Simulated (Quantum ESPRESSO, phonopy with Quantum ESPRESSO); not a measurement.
## BN (F-43m): phonons against volume

Aim: how the vibrations of BN shift with volume, and the expansion that follows. The starting cell is a computed one from a database.

Calculated with Quantum ESPRESSO 7.5; DFT PBE, scalar-relativistic, plane waves, GBRV ultrasoft pseudopotentials.

The experiments to compare with:

“Equation of state of cubic boron nitride at high pressures and temperatures” (2007, arxiv:cond-mat/0702656) reports for BN, zinc blende, by single-crystal x-ray diffraction (micron-sized single crystals selected from powder): lattice constant a (a at ambient conditions) 3.6152 ± 0.0002 Å at 295 K; Raman mode (TO mode at zone centre) 1053.93 ± 0.1 cm⁻¹ at 300 K.

This is a report of a sequence of runs, with most program output left out.

## 1. Set-up

Symmetry: F-43m, No. 216, cubic system. The conventional cell has a = 3.626 Å, b = 3.626 Å, c = 3.626 Å, α = 90.00°, β = 90.00°, γ = 90.00°. B has 4 N at 1.57 Å nearest. Nearest to N lie 4 B at 1.57 Å. Farther neighbours and most contacts between anions are not listed.

## 2. A first coarse run

A cheap single point shows whether the cell is a metal or an insulator and how far it is from rest; that sets the k-mesh and the occupations of what follows.

probe.in

```
&CONTROL
  calculation = 'scf'
  prefix      = 'x'
  outdir      = './tmp'
  pseudo_dir  = './pseudo'
  tprnfor     = .true.
  tstress     = .true.
  verbosity   = 'high'
/
&SYSTEM
  ibrav       = 0
  nat         = 2
  ntyp        = 2
  ecutwfc     = 45.0
  ecutrho     = 270.0
  occupations = 'smearing'
  smearing    = 'gaussian'
  degauss     = 0.01
/
&ELECTRONS
  conv_thr         = 1.0d-07
  mixing_beta      = 0.7
  electron_maxstep = 100
/
ATOMIC_SPECIES
 B      10.8100  B.upf
 N      14.0070  N.upf
CELL_PARAMETERS angstrom
     0.000000000    1.813001000    1.813001000
     1.813001000    0.000000000    1.813001000
     1.813001000    1.813001000    0.000000000
ATOMIC_POSITIONS crystal
 B      0.000000000   0.000000000   0.000000000
 N      0.750000000   0.750000000   0.750000000
K_POINTS automatic
 8 8 8 0 0 0
```

Command:

```sh
$ OMP_NUM_THREADS=1 mpirun -n 8 pw.x -nk 8 -in probe.in > probe.out
```

Wall time 1.4 s (8 MPI ranks of Arm Neoverse N1, shared host).

A gap read on the k-mesh alone can miss the band edges.

This step gave:

```yaml
volume_per_atom: 5.959 Å³
pressure: -0.504 GPa
gap_on_the_k_mesh: 4.465 eV
```

The start is under -0.50 GPa at this level and looks like an insulator or semiconductor on this mesh.

## 3. Finding the static equilibrium

The vibrations must be taken about the equilibrium of this functional, not about the starting cell, so the structure is relaxed.

relax.in

```
&CONTROL
  calculation   = 'vc-relax'
  prefix        = 'x'
  outdir        = './tmp'
  pseudo_dir    = './pseudo'
  tprnfor       = .true.
  tstress       = .true.
  forc_conv_thr = 2.0d-05
  etot_conv_thr = 1.0d-07
  nstep         = 40
/
&SYSTEM
  ibrav       = 0
  nat         = 2
  ntyp        = 2
  ecutwfc     = 45.0
  ecutrho     = 270.0
  occupations = 'fixed'
  nbnd        = 6
/
&ELECTRONS
  conv_thr         = 1.0d-11
  mixing_beta      = 0.7
  electron_maxstep = 100
/
&IONS
/
&CELL
  press_conv_thr = 0.1
/
ATOMIC_SPECIES
 B      10.8100  B.upf
 N      14.0070  N.upf
CELL_PARAMETERS angstrom
     0.000000000    1.813001000    1.813001000
     1.813001000    0.000000000    1.813001000
     1.813001000    1.813001000    0.000000000
ATOMIC_POSITIONS crystal
 B      0.000000000   0.000000000   0.000000000
 N      0.750000000   0.750000000   0.750000000
K_POINTS automatic
 12 12 12 0 0 0
```

Command:

```sh
$ OMP_NUM_THREADS=1 mpirun -n 8 pw.x -nk 8 -in relax.in > relax.out
```

Run time: 5.7 s. Hardware: 8 MPI ranks; 45 s of CPU time.

Little changed from the start: no atom moved by 0.005 Å and no cell edge by 0.1 %.

This step gave:

```
volume per atom   : 5.951 Å³
pressure          : 0.003000 GPa
gap on the k-mesh : 4.466 eV
```

After the last step pw.x solved the final cell once more on a basis chosen for it, which moves the energy without moving the atoms.

## 4. Ground state at this cell

A tight ground state at this cell gives the energy of this member; its pressure is the stress at this cutoff, which can carry an offset from the finite basis.

scf.in

```
&CONTROL
  calculation = 'scf'
  prefix      = 'x'
  outdir      = './tmp'
  pseudo_dir  = './pseudo'
  tprnfor     = .true.
  tstress     = .true.
/
&SYSTEM
  ibrav       = 0
  nat         = 2
  ntyp        = 2
  ecutwfc     = 45.0
  ecutrho     = 270.0
  occupations = 'fixed'
  nbnd        = 6
/
&ELECTRONS
  conv_thr         = 1.0d-12
  mixing_beta      = 0.7
  electron_maxstep = 100
/
ATOMIC_SPECIES
 B      10.8100  B.upf
 N      14.0070  N.upf
CELL_PARAMETERS angstrom
     0.000000000    1.812171713    1.812171713
     1.812171713    0.000000000    1.812171713
     1.812171713    1.812171713    0.000000000
ATOMIC_POSITIONS crystal
 B      0.000000000   0.000000000   0.000000000
 N      0.750000000   0.750000000   0.750000000
K_POINTS automatic
 12 12 12 0 0 0
```

Command:

```sh
$ OMP_NUM_THREADS=1 mpirun -n 8 pw.x -nk 8 -in scf.in > scf.out
```

The job ended after 2.2 s (8 MPI ranks; 17 s of CPU time).

On a basis chosen for the relaxed cell the pressure is 0.0030 GPa, small enough for phonons.

## 5. Zone-centre response

In a polar crystal the Born charges and ε∞ give the long-range dipole term that a finite supercell misses. They are those of this k-mesh and were not tested on a denser one; where the gap is small they converge slowly, and the LO modes with them.

ph.in

```
phonons
&INPUTPH
  prefix = 'x'
  outdir = './tmp'
  fildyn = 'x.dyn'
  tr2_ph = 1.0d-18
  epsil  = .true.
/
0.000000000 0.000000000 0.000000000
```

scf.in is that of step 4.

Command:

```sh
$ OMP_NUM_THREADS=1 mpirun -n 8 ph.x -nk 8 -in ph.in > ph.out
```

Run time: 15 s. Hardware: 8 MPI ranks.

Numbers from this step:

```yaml
gamma_frequencies: 26.44, 26.44, 26.44, 1027, 1027, 1027 cm⁻¹ (negative: imaginary)
gamma_symmetry: T_2 G_15 P_4 I+R, T_2 G_15 P_4 I+R, T_2 G_15 P_4 I+R, T_2 G_15 P_4 I+R, T_2 G_15 P_4 I+R, T_2 G_15 P_4 I+R
```

ε∞:

```
4.61 0.00 0.00
0.00 4.61 0.00
0.00 0.00 4.61
```

Born charge (rows field, columns displacement), before the sum rule (e), principal values of the symmetric part by kind of site:

```
atom  atoms with these values    low  middle   high   mean
  B1                        1   1.92    1.92   1.92   1.92
  N2                        1  -1.92   -1.92  -1.92  -1.92
```

In full for N2:

```
-1.92  0.00  0.00
 0.00 -1.92  0.00
 0.00  0.00 -1.92
```

The Born charges sum to zero within 0.0015 e; the rest is removed before use. Acoustic frequencies in this log differ from zero by the error of the sum rule, which ph.x does not impose.

## 6. A displaced supercell

One atom (for the harmonic constants) or a pair of atoms (for the cubic ones) is moved by a few hundredths of an ångström; the forces on all atoms give a column of force constants. The threshold is tight because the forces are small.

System of this step: BN. The cell holds 54 atoms: 27 B and 27 N. Cell: a = 7.688 Å, b = 7.688 Å, c = 7.688 Å, α = 60.0°, β = 60.0°, γ = 60.0°. It derives from BN, repeated 3×3×3.

disp-00002.in

```
&CONTROL
  calculation = 'scf'
  prefix      = 'x'
  outdir      = './tmp'
  pseudo_dir  = './pseudo'
  tprnfor     = .true.
  disk_io     = 'none'
/
&SYSTEM
  ibrav       = 0
  nat         = 54
  ntyp        = 2
  ecutwfc     = 45.0
  ecutrho     = 270.0
  occupations = 'fixed'
  nbnd        = 110
/
&ELECTRONS
  conv_thr         = 1.0d-11
  mixing_beta      = 0.7
  electron_maxstep = 100
/
ATOMIC_SPECIES
 B      10.8100  B.upf
 N      14.0070  N.upf
CELL_PARAMETERS angstrom
     0.000000000    5.436515139    5.436515139
     5.436515139    0.000000000    5.436515139
     5.436515139    5.436515139    0.000000000
ATOMIC_POSITIONS crystal
 B      0.000000000   0.000000000   0.000000000
 B      0.333333333   0.000000000   0.000000000
 B      0.666666667   0.000000000   0.000000000
 B      0.000000000   0.333333333   0.000000000
 B      0.333333333   0.333333333   0.000000000
 B      0.666666667   0.333333333   0.000000000
 B      0.000000000   0.666666667   0.000000000
 B      0.333333333   0.666666667   0.000000000
[... 42 atom lines left out ...]
 N      0.916666667   0.583333333   0.916666667
 N      0.250000000   0.916666667   0.916666667
 N      0.583333333   0.916666667   0.916666667
 N      0.916666667   0.916666667   0.916666667
K_POINTS automatic
 3 3 3 0 0 0
```

Command:

```sh
$ OMP_NUM_THREADS=1 mpirun -n 4 pw.x -nk 4 -in disp-00002.in > disp-00002.out
```

Run time: 8.7 min. Hardware: 4 MPI ranks.

This step gave:

| Quantity | Value |
| --- | --- |
| gap on the k-mesh | 4.612 eV |

Force (size) by element, in eV/Å:

```
element  atoms   mean  spread (r.m.s.)  least  largest
      B     27  0.026            0.046  0.001    0.169
      N     27  0.047            0.135  0.001    0.725
```

The atoms with the largest values:

```
atom       x, y, z (Å)            force (eV/Å)
 N28  2.72, 2.73, 2.73  -0.016, -0.513, -0.513
 B14  3.62, 3.62, 3.62     0.044, 0.116, 0.116
 B13  3.62, 1.81, 1.81    -0.029, 0.103, 0.103
  B5  1.81, 1.81, 3.62     0.001, 0.074, 0.073
 B11  1.81, 3.62, 1.81     0.001, 0.073, 0.074
 N29  2.72, 4.53, 4.53     0.015, 0.059, 0.059
 N30  2.72, 6.34, 6.34    -0.015, 0.057, 0.057
 N47  6.34, 8.15, 4.53   -0.039, -0.019, 0.034
```

At this level the gap is 4.61 eV on the k-mesh of the self-consistent run, which can miss the band edges.

## 7. A displaced supercell

disp-00001.in, as its differences from disp-00002.in of step 6:

```diff
@@ -30,3 +30,3 @@
 ATOMIC_POSITIONS crystal
- B      0.000000000   0.000000000   0.000000000
+ B      0.002601324   0.000000000   0.000000000
  B      0.333333333   0.000000000   0.000000000
@@ -57,3 +57,3 @@
  B      0.666666667   0.666666667   0.666666667
- N      0.252601324   0.250000000   0.250000000
+ N      0.250000000   0.250000000   0.250000000
  N      0.583333333   0.250000000   0.250000000
```

Command:

```sh
$ OMP_NUM_THREADS=1 mpirun -n 4 pw.x -nk 4 -in disp-00001.in > disp-00001.out
```

The job ended after 8.9 min (4 MPI ranks; 36 min of CPU time).

## 8. Phonons, V/V0 1

This step: DFT PBE, scalar-relativistic, plane waves, GBRV ultrasoft pseudopotentials (phonopy with Quantum ESPRESSO 4.10.0 / 7.5).

Run time: 8.9 min. Hardware: 8 threads.

This step gave:

```yaml
point_group: -43m
highest_frequency: 1263 cm⁻¹
debye_temperature_from_the_second_moment: 1613 K
lowest_frequency_on_the_path: 0.1 cm⁻¹
zero_point_energy: 0.3115 eV/cell
gamma_frequencies: 0, 0, 0, 1027, 1027, 1027 cm⁻¹ (negative: imaginary)
```

Phonopy, LO-TO term from ph.x's tensors. The phonon branches at the labelled points (cm⁻¹):

```
    point  branch 1  branch 2  branch 3  branch 4  branch 5  branch 6
        Γ         0         0         0      1027      1027      1263
  halfway       460       460       639       980       980      1238
        X       721       721       864       864      1017      1129
  halfway       709       761       867       870      1005      1106
        U       670       853       865       890       956      1069
jump to K       670       853       865       890       956      1069
  halfway       396       513       674       987      1008      1192
        Γ         0         0         0      1027      1027      1263
  halfway       340       340       623       999       999      1228
        L       500       500       955       955       955      1122
  halfway       591       687       923       932       992      1056
        W       764       772       874       962       976       983
  halfway       742       749       868       884       999      1082
        X       721       721       864       864      1017      1129
```

Harmonic. Thermo, by row:

```
T (K)  F_vib (meV/atom)  S (J/mol-atom/K)  C_V (J/mol-atom/K)
    0             155.7                 0                   0
   50             155.7             0.014               0.045
  100             155.7             0.135               0.449
  150             155.6             0.509               1.615
  200             155.1             1.222               3.536
  250             154.2             2.259               5.885
  300             152.7             3.547               8.303
  350             150.5             4.999               10.55
  400             147.5             6.541               12.54
  450             143.7             8.118               14.23
  500             139.1             9.694               15.66
  550             133.7             11.24               16.86
  600             127.5             12.76               17.87
  650             120.5             14.22               18.71
  700             112.8             15.63               19.42
  750             104.3                17               20.03
  800             95.15              18.3               20.54
  850             85.33             19.56               20.98
  900             74.88             20.77               21.36
  950             63.81             21.94                21.7
 1000             52.15             23.06               21.98
```

The modes has structure finer than the step of the table below, so its rows give means over 50 cm⁻¹, whole bins alone (the curve runs from -10 to 1310 cm⁻¹). Peaks (cm⁻¹: height): B 986.5: 0.0134, 1102.7: 0.00396; N 579.6: 0.00354, 878.5: 0.00837, 986.5: 0.0115.

Phonopy on the run's constants, 21x21x21 mesh, Gaussian sigma 9.4 cm⁻¹. The modes by wavenumber; means over each step; values in 1/cm⁻¹/cell:

```
wavenumber (cm⁻¹)        B        N
               50   1.0e-5   1.1e-5
              100   3.7e-5   4.9e-5
              150   1.0e-4   1.4e-4
              200   1.9e-4   2.5e-4
              250   2.9e-4   3.8e-4
              300   4.3e-4   5.7e-4
              350   6.3e-4   8.4e-4
              400   9.4e-4  0.00124
              450  0.00133  0.00175
              500  0.00214  0.00280
              550  0.00250  0.00322
              600  0.00263  0.00331
              650  0.00275  0.00331
              700  0.00280  0.00312
              750  0.00215  0.00253
              800  0.00196  0.00242
              850  0.00206  0.00355
              900  0.00569  0.00721
              950  0.00860  0.00834
             1000  0.00954  0.00804
             1050  0.00305  0.00173
             1100  0.00370  0.00153
             1150  0.00294  0.00142
             1200  0.00227  0.00134
             1250  0.00127   8.6e-4
```

No LO-TO term. The modes at Γ (shares of kinetic energy by element, %):

```
mode  frequency (cm⁻¹)  symmetry  B %  N %
   1               0.0        T2   44   56
   2               0.0        T2   44   56
   3               0.0        T2   44   56
   4            1027.0        T2   56   44
   5            1027.0        T2   56   44
   6            1027.0        T2   56   44
```

Displacements in mode 6 (1027.0 cm⁻¹), the largest set to 1:
```
B1   0.00  1.00  0.27
N2   0.00 -0.77 -0.21
```

No mode is imaginary beyond numerical noise along the path.

The time given is that of the 2 pw.x runs on displaced cells behind this step.

## 9. Self-consistent run, V/V0 1.015

This step: DFT PBE, scalar-relativistic, plane waves, GBRV ultrasoft pseudopotentials (Quantum ESPRESSO 7.5).

System of this step: BN. It takes space group F-43m (No. 216, cubic). Conventional cell: a = 3.642 Å, b = 3.642 Å, c = 3.642 Å, α = 90.00°, β = 90.00°, γ = 90.00°. B has 4 N at 1.58 Å nearest. Nearest to N lie 4 B at 1.58 Å. Farther neighbours and most contacts between anions are not listed.

Changes to scf.in since step 5:

```diff
@@ -26,5 +26,5 @@
 CELL_PARAMETERS angstrom
-     0.000000000    1.812171713    1.812171713
-     1.812171713    0.000000000    1.812171713
-     1.812171713    1.812171713    0.000000000
+     0.000000000    1.821187641    1.821187641
+     1.821187641    0.000000000    1.821187641
+     1.821187641    1.821187641    0.000000000
 ATOMIC_POSITIONS crystal
```

Command:

```sh
$ OMP_NUM_THREADS=1 mpirun -n 8 pw.x -nk 8 -in scf.in > scf.out
```

It took 2.4 s on 8 MPI ranks; 19 s of CPU time.

At this level the gap is 4.45 eV on the k-mesh of the self-consistent run, which can miss the band edges.

## 10. Zone-centre response

ph.in is that of step 5.

scf.in is that of step 9.

Command:

```sh
$ OMP_NUM_THREADS=1 mpirun -n 8 ph.x -nk 8 -in ph.in > ph.out
```

It took 15 s on 8 MPI ranks; 1.9 min of CPU time.

ε∞:

```
4.62 0.00 0.00
0.00 4.62 0.00
0.00 0.00 4.62
```

The Born charges sum to zero within 0.0014 e; the rest is removed before use. Acoustic frequencies in this log differ from zero by the error of the sum rule, which ph.x does not impose.

## 11. Forces on a displaced cell

System of this step: BN. The cell holds 54 atoms: 27 B and 27 N. Its edges and angles: a = 7.727 Å, b = 7.727 Å, c = 7.727 Å, α = 60.0°, β = 60.0°, γ = 60.0°. It derives from BN, repeated 3×3×3.

Changes to disp-00001.in since step 7:

```diff
@@ -26,7 +26,7 @@
 CELL_PARAMETERS angstrom
-     0.000000000    5.436515139    5.436515139
-     5.436515139    0.000000000    5.436515139
-     5.436515139    5.436515139    0.000000000
+     0.000000000    5.463562923    5.463562923
+     5.463562923    0.000000000    5.463562923
+     5.463562923    5.463562923    0.000000000
 ATOMIC_POSITIONS crystal
- B      0.002601324   0.000000000   0.000000000
+ B      0.002588446   0.000000000   0.000000000
  B      0.333333333   0.000000000   0.000000000
```

Command:

```sh
$ OMP_NUM_THREADS=1 mpirun -n 4 pw.x -nk 4 -in disp-00001.in > disp-00001.out
```

Elapsed: 8.7 min, on 4 MPI ranks; 35 min of CPU time.

## 12. Lattice dynamics at this volume, V/V0 1.015

This step: DFT PBE, scalar-relativistic, plane waves, GBRV ultrasoft pseudopotentials (phonopy with Quantum ESPRESSO 4.10.0 / 7.5).

The job ended after 8.7 min (8 threads; 66 min of CPU time).

Phonopy, LO-TO term from ph.x's tensors. Phonon branches along the path, in cm⁻¹:

```
    point  branch 1  branch 2  branch 3  branch 4  branch 5  branch 6
        Γ         0         0         0      1008      1008      1245
  halfway       454       454       629       960       960      1221
        X       717       717       840       840      1001      1113
  halfway       705       755       844       846       990      1091
        U       666       838       854       866       940      1052
jump to K       666       838       854       866       940      1052
  halfway       393       505       663       966       988      1176
        Γ         0         0         0      1008      1008      1245
  halfway       337       337       611       980       980      1212
        L       497       497       934       934       934      1110
  halfway       587       680       901       914       971      1044
        W       751       765       860       940       958       968
  halfway       734       744       847       861       983      1066
        X       717       717       840       840      1001      1113
```

No mode is imaginary beyond numerical noise along the path. The highest zone-centre mode (no LO–TO term) moved by -1.9 % for a volume change of +1.5 %.

The time given is that of the 2 pw.x runs on displaced cells behind this step.

## 13. Self-consistent run, V/V0 0.985

This step: DFT PBE, scalar-relativistic, plane waves, GBRV ultrasoft pseudopotentials (Quantum ESPRESSO 7.5).

System of this step: BN. It takes space group F-43m (No. 216, cubic). Conventional cell: a = 3.606 Å, b = 3.606 Å, c = 3.606 Å, α = 90.00°, β = 90.00°, γ = 90.00°. B has 4 N at 1.56 Å nearest. Nearest to N lie 4 B at 1.56 Å. Farther neighbours and most contacts between anions are not listed.

Changes to scf.in since step 10:

```diff
@@ -26,5 +26,5 @@
 CELL_PARAMETERS angstrom
-     0.000000000    1.821187641    1.821187641
-     1.821187641    0.000000000    1.821187641
-     1.821187641    1.821187641    0.000000000
+     0.000000000    1.803065169    1.803065169
+     1.803065169    0.000000000    1.803065169
+     1.803065169    1.803065169    0.000000000
 ATOMIC_POSITIONS crystal
```

Command:

```sh
$ OMP_NUM_THREADS=1 mpirun -n 8 pw.x -nk 8 -in scf.in > scf.out
```

The job ended after 2.2 s (8 MPI ranks).

The run ends at a pressure of 5.77 GPa.

## 14. Zone-centre response

ph.in is that of step 10.

scf.in is that of step 13.

Command:

```sh
$ OMP_NUM_THREADS=1 mpirun -n 8 ph.x -nk 8 -in ph.in > ph.out
```

The job ended after 14 s (8 MPI ranks).

ε∞:

```
4.59 0.00 0.00
0.00 4.59 0.00
0.00 0.00 4.59
```

The Born charges sum to zero within 0.0016 e; the rest is removed before use. Acoustic frequencies in this log differ from zero by the error of the sum rule, which ph.x does not impose.

## 15. Forces on a displaced cell

System of this step: BN. The cell holds 54 atoms: 27 B and 27 N. Its edges and angles: a = 7.650 Å, b = 7.650 Å, c = 7.650 Å, α = 60.0°, β = 60.0°, γ = 60.0°. It derives from BN, repeated 3×3×3.

Changes to disp-00001.in since step 11:

```diff
@@ -26,7 +26,7 @@
 CELL_PARAMETERS angstrom
-     0.000000000    5.463562923    5.463562923
-     5.463562923    0.000000000    5.463562923
-     5.463562923    5.463562923    0.000000000
+     0.000000000    5.409195506    5.409195506
+     5.409195506    0.000000000    5.409195506
+     5.409195506    5.409195506    0.000000000
 ATOMIC_POSITIONS crystal
- B      0.002588446   0.000000000   0.000000000
+ B      0.002614462   0.000000000   0.000000000
  B      0.333333333   0.000000000   0.000000000
```

Command:

```sh
$ OMP_NUM_THREADS=1 mpirun -n 4 pw.x -nk 4 -in disp-00001.in > disp-00001.out
```

The job ended after 8.8 min (4 MPI ranks).

[end of part 1 of 3]

[Logs are printed without paths, hosts, clocks, repeated set-up lines and the standing remarks that a program may print on its own settings, such as how far it seeks lower states.]

[Hosts, paths, dates, database ids (printed as entryN), source tags and the programs' standing remarks are cut or masked in the printed files.]

[A step with changed settings may run another functional than the one named; its input shows which.]

[Of the runs on displaced cells, only some may be shown.]
